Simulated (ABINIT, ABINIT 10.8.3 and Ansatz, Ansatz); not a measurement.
# Excitons of TlIO3 (R3m): kernels and approximations

Aim: the absorption spectrum of TlIO3 (R3m) with electron-hole interaction, and what each part of the kernel does.

Program: ABINIT 10.8.3 and Ansatz 0.2.0. Level of theory: PBEsol and many-body steps on it, plane waves. Results are calculated unless marked as measured.

### 1. The structure

Symmetry: R3m, No. 160, trigonal system. Conventional cell: a = 6.302 Å, b = 6.302 Å, c = 7.966 Å, α = 90.00°, β = 90.00°, γ = 120.00°. Nearest to Tl lie 3 O at 2.94 Å. Nearest to I lie 3 O at 1.82 Å. O has 1 I at 1.82 Å nearest. Farther neighbours and most contacts between anions are not listed.

The cell and positions are those that the Materials Project relaxed with its own functionals (PBE, PBE+U or r2SCAN), kept fixed. Spin-orbit coupling is left out unless a step names it.

### 2. Empty states on the mesh, 2×2×2 mesh, 69 bands

This step: ABINIT 10.8.3; DFT, PBEsol, plane waves, norm-conserving pseudopotentials.

The sums over transitions need many empty states on a uniform mesh; this step solves for them.

File run.abi:

```
acell 3*1.0 Angstrom
rprim 
  3.150792580489 1.819110944506 2.655433585300
  -3.150792580489 1.819110944506 2.655433585300
  0.000000000000 -3.638221889012 2.655433585300
ntypat 3
znucl 81 53 8
natom 5
typat 1 2 3 3 3
xred 
  0.008750850000 0.008750850000 0.008750850000
  0.501867330000 0.501867330000 0.501867330000
  0.903287650000 0.461897090000 0.461897090000
  0.461897090000 0.903287650000 0.461897090000
  0.461897090000 0.461897090000 0.903287650000
pp_dirpath "pseudos"
pseudos "Tl.upf, I.upf, O.upf"
ecut 36
ngkpt 2 2 2
nshiftk 1
shiftk 0 0 0
kptopt 1
chksymbreak 0
iscf -2
irdden 1
istwfk *1
nband 69
nbdbuf 6
tolwfr 1e-09
nstep 60
prtvol 0
indata_prefix "in"
outdata_prefix "out"
tmpdata_prefix "tmp"
```

Command:

```bash
> OMP_NUM_THREADS=1 mpirun -n 4 abinit run.abi > log
```

Numbers of over 12 decimals in the logs are rounded to 6 here.

Output:

```text
.Version 10.8.3 of ABINIT. v10.8.2 released Aug 2026.

 Symmetries : space group R3 m (#160); Bravais hR (rhombohedral)
[... echo of the input left out ...]
== DATASET  1 ==================================================================
-   mpi_nproc: 4, omp_nthreads: 1 (-1 if OMP is not activated)

--- !DatasetInfo
iteration_state: {dtset: 1, }
dimensions: {natom: 5, nkpt: 4, mband: 69, nsppol: 1, nspinor: 1, nspden: 1, mpw: 6360, }
cutoff_energies: {ecut:  36.0, pawecutdg:  -1.0, }
[...]
1.07308    1.11088    1.14092    1.14092    1.15163    1.15883    1.15883    1.17873
   1.17873    1.19762    1.22300    1.23544    1.23544    1.25464    1.26411    1.27998
   1.33089    1.33089    1.36124    1.36174    1.38153
 prteigrs : prtvol=0 or 1, do not print more k-points.

== END DATASET(S) ==============================================================
================================================================================

 -outvars: echo values of variables after computation  --------
            nband          69
             nkpt           4
          spgroup         160
 [... the other variables as echoed above ...]

 Calculation completed.
```

The job ended after 21 s (4 MPI ranks of Arm Neoverse N1, shared host; peak memory 0.33 GiB; 85 s of CPU time).

This step gave:

```
gap                                                           : 2.682 eV
k of the valence top                                          : 0.5, 0.5, 0.5
k of the conduction bottom                                    : 0.5, 0.5, 0.5
least direct gap                                              : 2.682 eV
k points computed                                             : 4
lowest point of the top converged band, above the valence top : 31.81 eV
```

On this mesh the gap is 2.682 eV.

The density comes from a self-consistent run that is not shown.

### 3. Screening, 2×2×2 mesh, 63 bands, screening to 98 eV

The RPA dielectric matrix is built and inverted for each q.

This step: RPA screening on PBEsol, plane waves, norm-conserving pseudopotentials.

Changes to run.abi since step 2:

```diff
@@ -23,10 +23,11 @@
 chksymbreak 0
-iscf -2
-irdden 1
 istwfk *1
-nband 69
-nbdbuf 6
-tolwfr 1e-09
-nstep 60
-prtvol 0
+occopt 1
+irdwfk 1
+optdriver 3
+nband 63
+ecuteps 3.6
+inclvkb 2
+awtr 1
+symchi 1
 indata_prefix "in"
```

Output:

```text
.Version 10.8.3 of ABINIT. v10.8.2 released Aug 2026.

 Symmetries : space group R3 m (#160); Bravais hR (rhombohedral)
[... echo of the input left out ...]
== DATASET  1 ==================================================================
-   mpi_nproc: 4, omp_nthreads: 1 (-1 if OMP is not activated)

--- !DatasetInfo
iteration_state: {dtset: 1, }
dimensions: {natom: 5, nkpt: 4, mband: 63, nsppol: 1, nspinor: 1, nspden: 1, mpw: 6360, }
cutoff_energies: {ecut:  36.0, pawecutdg:  -1.0, }
[...]
--------------------------------------------------------------------------------
[... chi0 elements left out ...]
 For q-point:  0.000010 0.000020 0.000030
  dielectric constant =   5.1496
  dielectric constant without local fields =   6.1968

  Average fulfillment of the sum rule on Im[epsilon] for q-point    1 :     42.07  [%]
[... wings left out ...]
  q-point number  2        q = ( 0.500000, 0.000000, 0.000000) [r.l.u.]
--------------------------------------------------------------------------------
[... chi0 elements left out ...]
  Average fulfillment of the sum rule on Im[epsilon] for q-point    2 :     54.43  [%]

 [... 2 further q-points ...]
```

Wall time 13 s (4 MPI ranks); peak memory 0.74 GiB.

Numbers from this step:

```
ε∞ with local fields, on this mesh, along the program's q direction : 5.150
the same without local fields                                       : 6.197
plasma frequency                                                    : 23.95 eV
plane waves in the screening matrix                                 : 191
```

Local fields lower ε∞ by 17 %. On a Γ-centred mesh this coarse the value itself is usually too large, while a short band sum pulls it down.

### 4. Self-energy, 2×2×2 mesh, 63 bands, screening to 98 eV

The self-energy is evaluated for the states that the input lists, and the levels follow from it, in one-shot runs by the linearised quasiparticle equation.

This step: G0W0 on PBEsol, plane waves, norm-conserving pseudopotentials.

Changes to run.abi since step 3:

```diff
@@ -26,8 +26,17 @@
 irdwfk 1
-optdriver 3
+optdriver 4
 nband 63
+gwcalctyp 0
+ecutsigx 36
+symsigma 1
+nkptgw 2
+kptgw 
+  0.5000000000 0.5000000000 0.5000000000
+  0.0000000000 0.0000000000 0.0000000000
+bdgw 
+  18 21
+  18 22
 ecuteps 3.6
-inclvkb 2
-awtr 1
-symchi 1
+irdscr 1
+ppmodel 1
 indata_prefix "in"
```

Output:

```text
.Version 10.8.3 of ABINIT. v10.8.2 released Aug 2026.

 Symmetries : space group R3 m (#160); Bravais hR (rhombohedral)
[... echo of the input left out ...]
== DATASET  1 ==================================================================
-   mpi_nproc: 4, omp_nthreads: 1 (-1 if OMP is not activated)

--- !DatasetInfo
iteration_state: {dtset: 1, }
dimensions: {natom: 5, nkpt: 4, mband: 63, nsppol: 1, nspinor: 1, nspden: 1, mpw: 6360, }
cutoff_energies: {ecut:  36.0, pawecutdg:  -1.0, }
[...]
Band     E0 <VxcDFT>   SigX SigC(E0)      Z dSigC/dE  Sig(E)    E-E0       E
[...]
21   8.707 -15.242 -10.298  -2.776   0.793  -0.261 -13.523   1.719  10.426
       22   8.707 -15.242 -10.298  -2.776   0.793  -0.261 -13.523   1.719  10.426

== END DATASET(S) ==============================================================
================================================================================

 -outvars: echo values of variables after computation  --------
           etotal      0.0000000000E+00
            nband          63
             nkpt           4
          spgroup         160
 [... the other variables as echoed above ...]

 Calculation completed.
```

The job ended after 7.2 s (4 MPI ranks; peak memory 0.51 GiB).

This step gave:

```
G0W0 gap on the points computed              : 4.16 eV
starting gap on the mesh                     : 2.682 eV
k of the valence top                         : 0.5, 0.5, 0.5
k of the conduction bottom                   : 0.5, 0.5, 0.5
least direct G0W0 gap on the computed points : 4.16 eV
```

The gap on the mesh goes from 2.68 eV to 4.16 eV, a correction of +1.48 eV.

The gap opens by 1.478 eV; the next steps shift the empty bands rigidly by 1.478 eV.

### 5. Excitons

Light makes an electron and a hole together. The Bethe-Salpeter equation adds their screened attraction and their exchange, in a window of bands around the gap.

This step: Bethe-Salpeter equation on PBEsol with a scissors shift, plane waves, norm-conserving pseudopotentials.

Changes to run.abi since step 4:

```diff
@@ -26,17 +26,17 @@
 irdwfk 1
-optdriver 4
-nband 63
-gwcalctyp 0
-ecutsigx 36
-symsigma 1
-nkptgw 2
-kptgw 
-  0.5000000000 0.5000000000 0.5000000000
-  0.0000000000 0.0000000000 0.0000000000
-bdgw 
-  18 21
-  18 22
+optdriver 99
+bs_calctype 1
+mbpt_sciss 1.478 eV
+bs_loband 10
+nband 25
+bs_exchange_term 1
+bs_coulomb_term 11
+bs_coupling 0
+bs_algorithm 1
+bs_freq_mesh 0 10 0.1 eV
+zcut 0.15 eV
 ecuteps 3.6
+ecutwfn 18
+inclvkb 2
 irdscr 1
-ppmodel 1
 indata_prefix "in"
```

Output:

```text
.Version 10.8.3 of ABINIT. v10.8.2 released Aug 2026.

 Symmetries : space group R3 m (#160); Bravais hR (rhombohedral)
[... echo of the input left out ...]
== DATASET  1 ==================================================================
-   mpi_nproc: 4, omp_nthreads: 1 (-1 if OMP is not activated)

--- !DatasetInfo
iteration_state: {dtset: 1, }
dimensions: {natom: 5, nkpt: 4, mband: 25, nsppol: 1, nspinor: 1, nspden: 1, mpw: 2272, }
cutoff_energies: {ecut:  18.0, pawecutdg:  -1.0, }
electrons: {nelect:   3.80000000E+01, charge:   0.00000000E+00, occopt:   1.00000000E+00, tsmear:   1.00000000E-02, }

 Exciton: Calculation of dielectric properties by solving the Bethe-Salpeter equation
 in frequency domain and reciprocal space on a transitions basis set.
 Based on a program developed by L. Reining, V. Olevano, F. Sottile,
 S. Albrecht, and G. Onida. Incorporated in ABINIT by M. Giantomassi.

.Using double precision arithmetic ; gwpc =  8

[... cell and pseudopotentials left out ...]
--------------------------------------------------------------------------------

 ==== K-mesh for the wavefunctions ====
 Number of points in the irreducible wedge :     4
[... list of points left out ...]
 Together with  6 symmetry operations and time-reversal symmetry
 yields     8 points in the full Brillouin Zone.

 ==== Q-mesh for the screening function ====
 Number of points in the irreducible wedge :     4
[... list of points left out ...]
 Together with  6 symmetry operations and time-reversal symmetry
 yields     8 points in the full Brillouin Zone.

 vcoul_init : cutoff-mode = AUXILIARY_FUNCTION
 q-points for optical limit:   1
     1)      0.000010    0.000020    0.000030
 setmesh: FFT mesh size selected  =    24x   24x   24
          total number of points  =        13824

 ==== Fundamental parameters for the solution of the Bethe-Salpeter equation: ====
 Algorithm: Direct diagonalization.
 Dimension of the v, W matrices,  npweps  = 191
 Cutoff for the wavefunctions,    npwwfn  = 2217
 Number of k-points in the IBZ,   nkibz   = 4
 Highest empty band included,     nband   = 25
 === Spin UP ===
 Number of resonant transitions          480
 Lowest occupied state                   10
 Highest occupied state                  19
 Lowest unoccupied state                 20
 Highest unoccupied state                25
 Minimum frequency [eV]           Emin    =   0.00
 Maximum frequency [eV]           Emax    =  10.00
 Frequency step [eV]              dE      =   0.10
 Lorentzian broadening [eV]       eta     =   0.15
 RPA L0 with KS energies and KS wavefunctions
 Scissors operator energy [eV] =          1.48
 Local fields effects (v term) included
 Excitonic effects (W term) included
 Full W_GG' included
 W is read from an external SCR file
 Resonant-only calculation (Hermitian case)

 Calculating epsilon_Macro(q-->0,w), along the following directions:
 q = (  1.354081  0.000000  0.000000) [r.l.u.]
 q = (  0.000000  1.354081  0.000000) [r.l.u.]
 q = (  0.000000  0.000000  1.354081) [r.l.u.]
 q = (  0.947630 -0.947630  0.000000) [r.l.u.]
 q = (  0.547114  0.547114 -1.094229) [r.l.u.]
 q = (  0.798646  0.798646  0.798646) [r.l.u.]
 Number of electrons calculated from density =   37.9696; Expected =   38.0000
 average of density, n =  0.061613
 r_s =    1.5706
 omega_plasma =   23.9438 [eV]

. Writing resonant excitonic Hamiltonian on file out_BSR; file size=   0.00 [Gb].
 Direct diagonalization of the resonant excitonic Hamiltonian, Matrix size= 480
. Using LAPACK sequential version.
 Excitonic eigenvalues in eV up to n=   32
   3.30488   3.30927   3.76820   3.77262   4.05443   4.07143   4.09303   4.16445
   4.23880   4.23967   4.28966   4.38533   4.67175   4.67448   4.71706   4.73130
   4.77502   4.77700   4.80690   4.83218   4.87877   4.87935   4.90357   4.92260
   4.92314   5.10757   5.11679   5.14985   5.22707   5.24210   5.24243   5.30495

 First excitonic eigenvalue=    3.30 [eV]
 Last  excitonic eigenvalue=   17.09 [eV]

 GW  direct gap       4.16  0.00 [eV]
 EXC direct gap       3.30  0.00 [eV]
 EXC binding energy   0.86  0.00 [eV]

 Excitonic eigenvalues up to the GW energy gap [eV]
  1 (  3.30  0.00)
  2 (  3.31  0.00)
  3 (  3.77  0.00)
  4 (  3.77  0.00)
  5 (  4.05  0.00)
  6 (  4.07  0.00)
  7 (  4.09  0.00)

 Macroscopic dielectric function:
 omega [eV] <KS_RPA_nlf>  <GW_RPA_nlf>  <BSE>
   0.0000   6.5423   0.0000   5.2165   0.0000   5.8333   0.0000
   0.1000   6.5453   0.0091   5.2177   0.0034   5.8353   0.0060
   0.2000   6.5543   0.0183   5.2211   0.0068   5.8413   0.0121
   0.3000   6.5695   0.0277   5.2268   0.0103   5.8514   0.0182
   0.4000   6.5910   0.0373   5.2348   0.0138   5.8656   0.0245
   0.5000   6.6190   0.0474   5.2451   0.0173   5.8839   0.0310
   0.6000   6.6538   0.0579   5.2578   0.0210   5.9067   0.0377
   0.7000   6.6957   0.0692   5.2730   0.0247   5.9340   0.0447
   0.8000   6.7453   0.0812   5.2907   0.0285   5.9660   0.0520
   0.9000   6.8032   0.0942   5.3109   0.0325   6.0029   0.0597

 Writing KS-RPA macroscopic dielectric function without local fields to file: out_RPA_NLF_MDF
 Writing GW-RPA macroscopic dielectric function without local fields to file: out_GW_NLF_MDF
 Writing EXC Macroscopic dielectric function to file: out_EXC_MDF

== END DATASET(S) ==============================================================
================================================================================

 -outvars: echo values of variables after computation  --------
           etotal      0.0000000000E+00
            nband          25
             nkpt           4
          spgroup         160
 [... the other variables as echoed above ...]

 Calculation completed.
```

It took 18 s on 4 MPI ranks; peak memory 0.34 GiB; 73 s of CPU time.

Numbers from this step:

* direct gap of the transition levels: 4.16 eV
* transitions in the window: 480
* first strong exciton (over a fiftieth of the strongest listed): 3.305 eV
* lowest state: 3.305 eV
* binding of the lowest state below the direct gap: 0.8551 eV
* Coulomb term of one mesh cell: 0.8817 eV

The binding is 0.97 times the screened Coulomb term of one mesh cell (0.88 eV), so it is not shown settled.

The lowest state lies at 3.305 eV, 0.855 eV under the direct gap.

Lines within 3 meV are set at the lowest of them, and the highest group, which the list may cut short, is left out. Exciton lines, with heights relative to the strongest:

```
position (eV)  lines merged  oscillator strength, relative
        3.305             1                             88
        3.309             1                             88
        3.768             1                             20
        3.773             1                             20
        4.054             1                            0.6
        4.071             1                            0.4
        4.093             1                            0.1
        4.165             1                            6.9
        4.239             2                             83
        4.290             1                            0.2
        4.385             1                            100
        4.672             2                            0.2
        4.717             1                            0.0
```

The ε₂ has structure finer than the step of the table below, so its rows give means over 0.25 eV, whole bins alone (the curve runs from 0 to 10 eV). Peaks (eV: height): BSE 3.300: 8.94, 4.300: 8.79, 4.800: 13.2, 5.900: 8.49, 7.100: 8.88; no electron-hole interaction 4.200: 6.59, 5.100: 8.19, 5.600: 13.3, 6.800: 7.83, 8.200: 9.17; Kohn-Sham, no shift 2.700: 6.87, 3.600: 8.43, 4.200: 13.1, 5.300: 7.78, 6.700: 9.16.

Mean over the three Cartesian directions of q; broadening 0.15 eV; transition window only. Limits: finite bands, cutoff and mesh; exchange with frozen shells missing; no spin-orbit coupling; coarse k mesh; exciton not shown settled in the k mesh. The ε₂ by photon energy; means over each step:

```
photon energy (eV)     BSE  no electron-hole interaction  Kohn-Sham, no shift
              0.25  0.0152                       0.00854               0.0229
              0.50  0.0310                        0.0173               0.0474
              0.75  0.0482                        0.0266               0.0751
              1.00  0.0680                        0.0366                0.109
              1.25  0.0916                        0.0477                0.153
              1.50   0.121                        0.0603                0.215
              1.75   0.161                        0.0752                0.316
              2.00   0.218                        0.0933                0.514
              2.25   0.308                         0.116                 1.05
              2.50   0.472                         0.146                 3.37
              2.75   0.852                         0.187                 5.32
              3.00    2.27                         0.249                 3.04
              3.25    6.75                         0.353                 3.65
              3.50    4.81                         0.562                 6.52
              3.75    3.49                          1.16                 6.62
              4.00    3.96                          3.75                 9.16
              4.25    7.67                          5.13                 11.0
              4.50    7.63                          3.04                 7.46
              4.75    10.9                          3.78                 5.73
              5.00    8.97                          6.80                 6.18
              5.25    4.82                          6.53                 7.63
              5.50    4.64                          9.70                 7.21
              5.75    7.32                          10.6                 5.81
              6.00    7.19                          7.32                 4.24
              6.25    6.56                          5.63                 6.06
              6.50    6.15                          6.36                 7.85
              6.75    4.52                          7.68                 8.64
              7.00    7.28                          7.11                 7.83
              7.25    8.21                          5.65                 7.49
              7.50    6.46                          4.23                 6.91
              7.75    5.88                          6.35                 5.63
              8.00    4.91                          7.92                 5.40
              8.25    4.42                          8.64                 3.59
              8.50    3.38                          7.74                 3.46
              8.75    2.52                          7.56                 3.57
              9.00    1.85                          6.71                 1.98
              9.25    1.74                          5.66                 1.36
              9.50    2.33                          5.28                 1.60
              9.75    1.96                          3.48                 1.45
```

[end of part 1 of 3]

[Paths, hosts, dates, memory and timing lines, banners, echoed tables and standing remarks are left out of the program output.]

[Logs are printed without paths, hosts, clocks, repeated set-up lines and the standing remarks that a program may print on its own settings, such as how far it seeks lower states.]

[Runs of the session that timed out or met a known fault of the program may be left out.]

[Hosts, paths, dates, database ids (printed as entryN), source tags and the programs' standing remarks are cut or masked in the printed files.]

[G0W0 gaps are taken among the corrected bands and points alone; a level outside them can change the order at an edge.]

[Where Ansatz stands beside ABINIT at settings called matched, ABINIT's density can come from a denser mesh and the files from another edition; pairs whose starting gaps differed by over 0.03 eV were left out, so agreement reads better than it is.]
